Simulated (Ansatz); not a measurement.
# TcF2 (1T sheet): how robust is the cRPA U?

What does U in TcF2 (1T sheet) depend on besides the window?

Main program and level: Ansatz 0.2.0; constrained RPA on PBE, plane waves, PAW.

### 1. Set-up

The cell holds 3 atoms: 1 Tc and 2 F. Its edges and angles: a = 2.835 Å, b = 2.835 Å, c = 28.981 Å, α = 90.0°, β = 90.0°, γ = 120.0°. Vacuum lies along c.

The structure was relaxed with PBE. The structure was generated from a model, not taken from a measurement. The runs that relaxed it are not among those shown. The program's search for lower electronic states was switched off, so nothing shows that the state found is the lowest. The default PAW set here is soft_2. Its files were made with PBE. The Coulomb interaction is cut off across the vacuum.

### 2. Base: Tc d, bands v3 to c2, 6×6×1 mesh, medium accuracy

Constrained RPA screens the interaction with every transition except those inside the target bands, which a later many-body model would treat itself.

Contents of input.yaml:

```yaml
crystal:
  lattice:
    - [0.0, 2.00436028, 2.00436028]
    - [2.00436028, -2.00436028, 0.0]
    - [16.73236119, 16.73236119, -16.73236119]
  atoms:
    - { symbol: Tc, position: [0.0, 0.0, 0.320735268] }
    - { symbol: F, position: [0.3333333333, 0.6666666667, 0.3700312214] }
    - { symbol: F, position: [0.6666666667, 0.3333333333, 0.2714393145] }
  periodic: [true, true, false]
kpoints:
  mp_grid: { grid: [9, 9, 1] }
hamiltonian:
  xc: pbe
scf:
  occupations: { method: gaussian, width: 0.08 }
  n_extra_bands: 19
  max_iter: 150
  lower_state_search: "off"
output:
  crpa:
    kmesh: [6, 6, 1]
    target_bands: [v3, c2]
    projections: [{ species: Tc, l: d, shell: 4 }]
  local_orbitals:
    kmesh: [12, 12, 1]
    orbitals: [{ species: Tc, l: d, shell: 4 }]
    window: { bands: [v3, c2] }
    seedname: lo
```

Launch:

```sh
$ ansatz run input.yaml --threads 8 --pin off --max-ram 14745MiB --backend cpu --events-out ev --progress --plain --runs-dir out
```

Numbers of over 12 decimals in the logs are rounded to 6 here.

Output:

```text
scf.n_extra_bands = 19 over 15 filled bands (N_el = 29.0): the run solves 34 bands
Engine: ansatz 0.2.0, x86_64-unknown-linux-gnu
Pseudopotentials: kind: paw
Pseudopotential: Tc, paw, valence charge 15, recommended cutoff 500 eV (normal), Tc.paw.azcp
Pseudopotential: F, paw, valence charge 7, recommended cutoff 420 eV (normal), F.paw.azcp
Functional definition: PBE
  parameter kappa = 0.804
  parameter beta = 0.066725
  exchange = pbe_x(kappa = kappa, mu = beta*pi^2/3)
  correlation = pbe_c(beta = beta)
Crystal: 3 atoms, lattice volume = 201.665 Å³
Basis set: ecut = 500 eV, 5085 PW (Γ)
Bands: 34, of which v1, the nominal top of the filled ones, is band 15 counted from 1 (14 counted from 0)
Symmetry: 12 space group operations
Space group: P-3m1 (ITA 164), of the structure as read, at distance tolerance 5.9e-5 Å
k-points: 12 of 81
Non-local potential: Tc, projectors of the file, l = 0: 3, l = 1: 3, l = 2: 2, l = 3: 2
Non-local potential: F, projectors of the file, l = 0: 2, l = 1: 2, l = 2: 1
PAW form: soft (Blöchl's): semilocal exchange-correlation on the pseudo side does not see the compensation charge
PAW one-centre angular grid: Tc, 590 points (default); XC on 64 Gauss nodes
PAW one-centre angular grid: F, 110 points (default); XC on 64 Gauss nodes
Initial density: superposition of atomic densities (neutral atoms: chi_scale 0, normalization atom)
Initial wavefunctions: pseudopotential atomic-orbital guess
Functional: x = pbe(κ = 0.804, μ = 0.219515), c = pbe(β = 0.066725)
SCF iter   1: F=—  HF=-7012.742362 eV  |F-HF|=—  |Δ(HF+E_count)|=         —  Δρ=4.64e-2  dr2=2.18e0  ethr=3.10e-3  ⟨swp⟩=10.6  Hψ=3017  notcnv=0  defer=90
preconditioner: auto → LDOS  [metal: Δε(μ)=0.047 eV  Ē_g=20.723 eV  σ=0.080 eV  W_gap=0.32  n_scr=18 (ndim 8)  ℏωp=12.0 eV  f_vac=0.801  D(μ)=3.93/eV (n_scr^D=16)  β→1.0]
SCF iter   2: F=—  HF=-7012.371597 eV  |F-HF|=—  |Δ(HF+E_count)|=   3.71e-1  Δρ=2.44e-2  dr2=5.87e-1  ethr=3.10e-3  ⟨swp⟩=3.2  Hψ=927  notcnv=0  defer=127
SCF iter   3: F=—  HF=-7012.282511 eV  |F-HF|=—  |Δ(HF+E_count)|=   8.91e-2  Δρ=1.11e-2  dr2=1.64e-1  ethr=2.03e-3  ⟨swp⟩=3.5  Hψ=738  notcnv=0  defer=128
SCF iter   4: F=—  HF=-7012.246111 eV  |F-HF|=—  |Δ(HF+E_count)|=   3.64e-2  Δρ=5.12e-3  dr2=4.16e-2  ethr=5.66e-4  ⟨swp⟩=3.2  Hψ=665  notcnv=0  defer=132
SCF iter   5: F=—  HF=-7012.241171 eV  |F-HF|=—  |Δ(HF+E_count)|=   4.94e-3  Δρ=1.53e-3  dr2=6.89e-3  ethr=1.44e-4  ⟨swp⟩=3.1  Hψ=594  notcnv=0  defer=132
SCF iter   6: F=—  HF=-7012.240198 eV  |F-HF|=—  |Δ(HF+E_count)|=   9.74e-4  Δρ=6.42e-4  dr2=1.36e-3  ethr=2.38e-5  ⟨swp⟩=2.8  Hψ=590  notcnv=0  defer=132
SCF iter   7: F=—  HF=-7012.240035 eV  |F-HF|=—  |Δ(HF+E_count)|=   1.63e-4  Δρ=2.13e-4  dr2=4.68e-5  ethr=4.69e-6  ⟨swp⟩=2.9  Hψ=563  notcnv=0  defer=132
SCF iter   8: F=—  HF=-7012.240036 eV  |F-HF|=—  |Δ(HF+E_count)|=   1.13e-6  Δρ=3.85e-5  dr2=2.13e-6  ethr=1.61e-7  ⟨swp⟩=4.1  Hψ=821  notcnv=0  defer=132
SCF iter   9: F=-7012.240036 eV  HF=-7012.240036 eV  |F-HF|=4.77e-8  |Δ(HF+E_count)|=   2.21e-7  Δρ=7.39e-6  dr2=8.00e-8  ethr=3.45e-10  ⟨swp⟩=20.6  Hψ=4292  notcnv=0
SCF 1 converged in 9 iterations: F = -7012.240036 eV  dr2 = 8.00e-8
[...]
NSCF: frozen V_eff on 22 k-points
NSCF: frozen V_eff on 7 k-points
[...]
cRPA screening: q 1/36
cRPA screening: q 2/36
cRPA screening: q 8/36 (q-point 3)
cRPA screening: q 14/36 (q-point 4)
cRPA screening: q 17/36 (q-point 8)
cRPA screening: q 23/36 (q-point 9)
cRPA screening: q 35/36 (q-point 15)
SCF converged after 9 iterations
Free energy (F): -7012.240036 eV
Harris-Foulkes:  -7012.240036 eV  (|F-HF|=4.77e-8)
Internal energy: -7012.220871 eV  (E = F + TS)
E sigma→0 (E₀):  -7012.230453 eV
Entropy (-TS):   -0.019165 eV (-6.388 meV/atom)
Fermi energy:    -4.734574 eV
--- Per-component energies (eV) ---
  E_band       = -722.019392
  E_kinetic    = 1036.440590
  E_local      = -68084.913771  (includes V_loc(G=0)·N_el)
  E_nonlocal   = 434.056687
  E_hartree    = 33319.841261
  E_xc         = -396.413986
  E_vxc        = -495.946166  (∫ρ·V_xc dr)
  E_paw        = -3678.888889  (= ΣΔE_a)
  E_vpaw       = -251.385955  (= ΣTr[D̂ρ^β])
  E_aug_tail   = 0.002107  (compensation charges beyond the density's cutoff)
  E_ewald      = 30357.655130
  E_smearing   = -0.019165  (= −TS)
  E_closure    = -0.000000  (closes the sum)
  Σ components = -7012.240036   (vs F -7012.240036, Δ=0.00e0)
--- Band table (eV; the first three rows and the last of 12) ---
  k-point 0: bands = [... 11 lower, -11.0589, -8.0722, -6.6993, -6.6993, -4.5616, -4.5616, -3.5120, -0.6980, ... 15 higher]
  k-point 1: bands = [... 11 lower, -11.1559, -7.9270, -6.8846, -6.4524, -4.6965, -4.4930, -3.0527, -0.2909, ... 15 higher]
  k-point 2: bands = [... 11 lower, -11.3291, -8.0057, -6.6825, -5.7597, -4.7724, -4.3200, -1.9756, 0.7055, ... 15 higher]
  k-point 11: bands = [... 11 lower, -12.1443, -6.4599, -6.4599, -5.2254, -4.1147, -4.1147, 5.3932, 5.5757, ... 15 higher]
  the weakly bound empty levels are not read free of the cell's end (no_gap_told)
--- cRPA (band scheme, projected local orbitals): target bands 13..17 (1-based), 5 Wannier function(s), 6×6×1 mesh, 34 bands' worth read of 39 solved, ecut_chi 136.0 eV, v(q+G=0) probe_charge, pair densities all_electron ---
  bands read: the sum over 34 bands ends inside a degenerate multiplet in 2 slots, whose members it reads at an even weight; the widest, k=14: bands 34 to 35 (counted from 1) at 1/2 each
  χ-basis size per q: N_G = 709..745
  window electrons = 5.0000, filled by tetrahedron_uncorrected; constrained ε̄⁻¹(q = 0, 0) head = 0.764160; min gauge Gram eig = 0.6670
  Kanamori averages over each shell's own Wannier functions (sites counted from 0, functions from 1):
    Site 0, 4D, 5 of 5 d orbitals (Wannier functions 1, 2, 3, 4, 5; wannier90's mr 1, 2, 3, 4, 5):
      screened: U = 5.4445 eV, U' = 4.6866 eV, J = 0.3703 eV
      screened d-shell averages: U_bar = F0 = 4.8382 eV, J_bar = 0.5219 eV
      screened, to within: U = 1.2e-2 eV, U' = 1.2e-2 eV, J = 4.8e-4 eV
      screened d-shell averages, to within: U_bar = 1.1e-2 eV, J_bar = 6.8e-4 eV
      bare: V = 13.7730 eV, V' = 12.7312 eV, J = 0.4946 eV
      bare d-shell averages: V_bar = F0 = 12.9396 eV, J_bar = 0.7030 eV
  Hermiticity witness max|P − P†| over intra, direct and exchange elements: 1.33e-14 eV (screened), 5.82e-17 eV (bare)
  Reality witness max|Im| over intra, direct and exchange elements: 1.31e-16 eV (screened), 6.24e-17 eV (bare)
```

Elapsed: 82 s, on 8 threads of Intel Xeon Platinum 8259CL at 2.50GHz (Skylake/Cascade Lake), shared host; peak memory 2.4 GiB; 9.4 min of CPU time.

This step gave:

| Quantity | Value |
| --- | --- |
| U | 5.445 eV |
| U prime (inter-orbital) | 4.687 eV |
| J | 0.3703 eV |
| bare V | 13.77 eV |
| bare J | 0.4946 eV |
| stated bound on U | 0.01136 eV |
| U over bare V | 0.3953 |
| electrons in the window | 5.000 |
| head of the constrained inverse dielectric matrix | 0.7642 |
| least eigenvalue of the projection's overlap | 0.6670 |
| target functions | 5 |
| bands in the sums | 34 |
| r.m.s. miss of the model bands | 2.87e-4 eV |
| width of the target bands | 5.348 eV |
| weight of the projected orbitals in the window | 0.8416 |

On the Tc d shell, screening brings the on-site interaction from 13.8 eV down to U = 5.44 eV.

### 3. Changed: 9×9×1 mesh

input.yaml, as its differences from that of step 2:

```diff
@@ -21,9 +21,4 @@
   crpa:
-    kmesh: [6, 6, 1]
+    kmesh: [9, 9, 1]
     target_bands: [v3, c2]
     projections: [{ species: Tc, l: d, shell: 4 }]
-  local_orbitals:
-    kmesh: [12, 12, 1]
-    orbitals: [{ species: Tc, l: d, shell: 4 }]
-    window: { bands: [v3, c2] }
-    seedname: lo
```

Output:

```text
[...]
Crystal: 3 atoms, lattice volume = 201.665 Å³
Basis set: ecut = 500 eV, 5085 PW (Γ)
Bands: 34, of which v1, the nominal top of the filled ones, is band 15 counted from 1 (14 counted from 0)
Symmetry: 12 space group operations
[...]
k-points: 12 of 81
[...]
SCF iter   1: F=—  HF=-7012.742362 eV  |F-HF|=—  |Δ(HF+E_count)|=         —  Δρ=4.64e-2  dr2=2.18e0  ethr=3.10e-3  ⟨swp⟩=10.6  Hψ=3017  notcnv=0  defer=90
[...]
SCF iter   9: F=-7012.240036 eV  HF=-7012.240036 eV  |F-HF|=4.77e-8  |Δ(HF+E_count)|=   2.21e-7  Δρ=7.39e-6  dr2=8.00e-8  ethr=3.45e-10  ⟨swp⟩=20.6  Hψ=4292  notcnv=0
SCF 1 converged in 9 iterations: F = -7012.240036 eV  dr2 = 8.00e-8
[...]
NSCF: frozen V_eff on 12 k-points
[...]
cRPA screening: q 1/81
cRPA screening: q 2/81
cRPA screening: q 8/81 (q-point 3)
cRPA screening: q 14/81 (q-point 4)
cRPA screening: q 20/81 (q-point 5)
[...]
--- Band table (eV; the first three rows and the last of 12) ---
  k-point 0: bands = [... 11 lower, -11.0589, -8.0722, -6.6993, -6.6993, -4.5616, -4.5616, -3.5120, -0.6980, ... 15 higher]
  k-point 1: bands = [... 11 lower, -11.1559, -7.9270, -6.8846, -6.4524, -4.6965, -4.4930, -3.0527, -0.2909, ... 15 higher]
  k-point 2: bands = [... 11 lower, -11.3291, -8.0057, -6.6825, -5.7597, -4.7724, -4.3200, -1.9756, 0.7055, ... 15 higher]
  k-point 11: bands = [... 11 lower, -12.1443, -6.4599, -6.4599, -5.2254, -4.1147, -4.1147, 5.3932, 5.5757, ... 15 higher]
  the weakly bound empty levels are not read free of the cell's end (no_gap_told)
[...]
χ-basis size per q: N_G = 709..749
[...]
screened: U = 5.4711 eV, U' = 4.7138 eV, J = 0.3701 eV
      screened d-shell averages: U_bar = F0 = 4.8653 eV, J_bar = 0.5215 eV
      screened, to within: U = 1.3e-2 eV, U' = 1.3e-2 eV, J = 4.6e-4 eV
      screened d-shell averages, to within: U_bar = 1.2e-2 eV, J_bar = 6.7e-4 eV
      bare: V = 13.7565 eV, V' = 12.7150 eV, J = 0.4945 eV
      bare d-shell averages: V_bar = F0 = 12.9233 eV, J_bar = 0.7028 eV
[...]
[key lines of the parts left out:]
SCF converged after 9 iterations
Free energy (F): -7012.240036 eV
Fermi energy:    -4.734574 eV
```

Run time: 4.4 min. Hardware: 8 threads; peak memory 2.6 GiB.

Numbers from this step:

```yaml
u: 5.471 eV
u_prime_inter_orbital: 4.714 eV
j: 0.3701 eV
bare_v: 13.76 eV
bare_j: 0.4945 eV
stated_bound_on_u: 0.01206 eV
u_over_bare_v: 0.3977
electrons_in_the_window: 5
head_of_the_constrained_inverse_dielectric_matrix: 0.7853
least_eigenvalue_of_the_projection_s_overlap: 0.6721
target_functions: 5
bands_in_the_sums: 34
width_of_the_target_bands: 5.348 eV
weight_of_the_projected_orbitals_in_the_window: 0.8416
```

On the Tc d shell, screening brings the on-site interaction from 13.8 eV down to U = 5.47 eV.

### 4. Changed: accuracy high

input.yaml, as its differences from that of step 3:

```diff
@@ -21,4 +21,5 @@
   crpa:
-    kmesh: [9, 9, 1]
+    kmesh: [6, 6, 1]
     target_bands: [v3, c2]
     projections: [{ species: Tc, l: d, shell: 4 }]
+    accuracy: high
```

Output:

```text
[...]
Crystal: 3 atoms, lattice volume = 201.665 Å³
Basis set: ecut = 500 eV, 5085 PW (Γ)
Bands: 34, of which v1, the nominal top of the filled ones, is band 15 counted from 1 (14 counted from 0)
Symmetry: 12 space group operations
[...]
k-points: 12 of 81
[...]
χ-basis size per q: N_G = 709..745
[...]
screened: U = 5.4447 eV, U' = 4.6867 eV, J = 0.3703 eV
      screened d-shell averages: U_bar = F0 = 4.8383 eV, J_bar = 0.5219 eV
      screened, to within: U = 1.1e-3 eV, U' = 1.1e-3 eV, J = 5.6e-5 eV
      screened d-shell averages, to within: U_bar = 9.4e-4 eV, J_bar = 8.3e-5 eV
      bare: V = 13.7730 eV, V' = 12.7312 eV, J = 0.4946 eV
      bare d-shell averages: V_bar = F0 = 12.9396 eV, J_bar = 0.7030 eV
[...]
[key lines of the parts left out:]
SCF converged after 9 iterations
Free energy (F): -7012.240036 eV
Fermi energy:    -4.734574 eV
```

The job ended after 93 s (8 threads; peak memory 2.6 GiB; 11 min of CPU time).

This step gave:

```
U                                                 : 5.445 eV
U prime (inter-orbital)                           : 4.687 eV
J                                                 : 0.3703 eV
bare V                                            : 13.77 eV
bare J                                            : 0.4946 eV
stated bound on U                                 : 0.001042 eV
U over bare V                                     : 0.3953
electrons in the window                           : 5.000
head of the constrained inverse dielectric matrix : 0.7642
least eigenvalue of the projection's overlap      : 0.6670
target functions                                  : 5
bands in the sums                                 : 34
width of the target bands                         : 5.348 eV
weight of the projected orbitals in the window    : 0.8416
```

On the Tc d shell, screening brings the on-site interaction from 13.8 eV down to U = 5.44 eV.

### 5. Changed: sums over states

input.yaml, as its differences from that of step 4:

```diff
@@ -24,2 +24,4 @@
     projections: [{ species: Tc, l: d, shell: 4 }]
-    accuracy: high
+    accuracy: sum_over_states
+    n_empty_bands: 30
+    ecut_chi: 136
```

Output:

```text
[...]
Crystal: 3 atoms, lattice volume = 201.665 Å³
Basis set: ecut = 500 eV, 5085 PW (Γ)
Bands: 34, of which v1, the nominal top of the filled ones, is band 15 counted from 1 (14 counted from 0)
Symmetry: 12 space group operations
[...]
k-points: 12 of 81
[...]
χ-basis size per q: N_G = 709..745
[...]
U and J over all bands: no bound (output.crpa.accuracy: sum_over_states); those below are of the sums over the bands read on the sphere of ecut_chi, with what the atoms add
[...]
screened: U = 5.7598 eV, U' = 4.8987 eV, J = 0.4161 eV
      screened d-shell averages: U_bar = F0 = 5.0709 eV, J_bar = 0.5883 eV
      bare: V = 13.7730 eV, V' = 12.7312 eV, J = 0.4946 eV
      bare d-shell averages: V_bar = F0 = 12.9396 eV, J_bar = 0.7030 eV
[...]
[key lines of the parts left out:]
SCF converged after 9 iterations
Free energy (F): -7012.240036 eV
Fermi energy:    -4.734574 eV
```

Run time: 7.3 s. Hardware: 8 threads; peak memory 0.77 GiB.

This variant gives U = 5.76 eV against 5.44 eV. It is a finite sum over empty states with no bound on its error and stays out of the table below.

(Continued in part 2 of 2.)

[Paths, hosts, dates, memory and timing lines, banners, echoed tables and standing remarks are left out of the program output.]

[Logs are printed without paths, hosts, clocks, repeated set-up lines and the standing remarks that a program may print on its own settings, such as how far it seeks lower states.]

[Runs of the session that timed out or met a known fault of the program may be left out.]

[Hosts, paths, dates, database ids (printed as entryN), source tags and the programs' standing remarks are cut or masked in the printed files.]
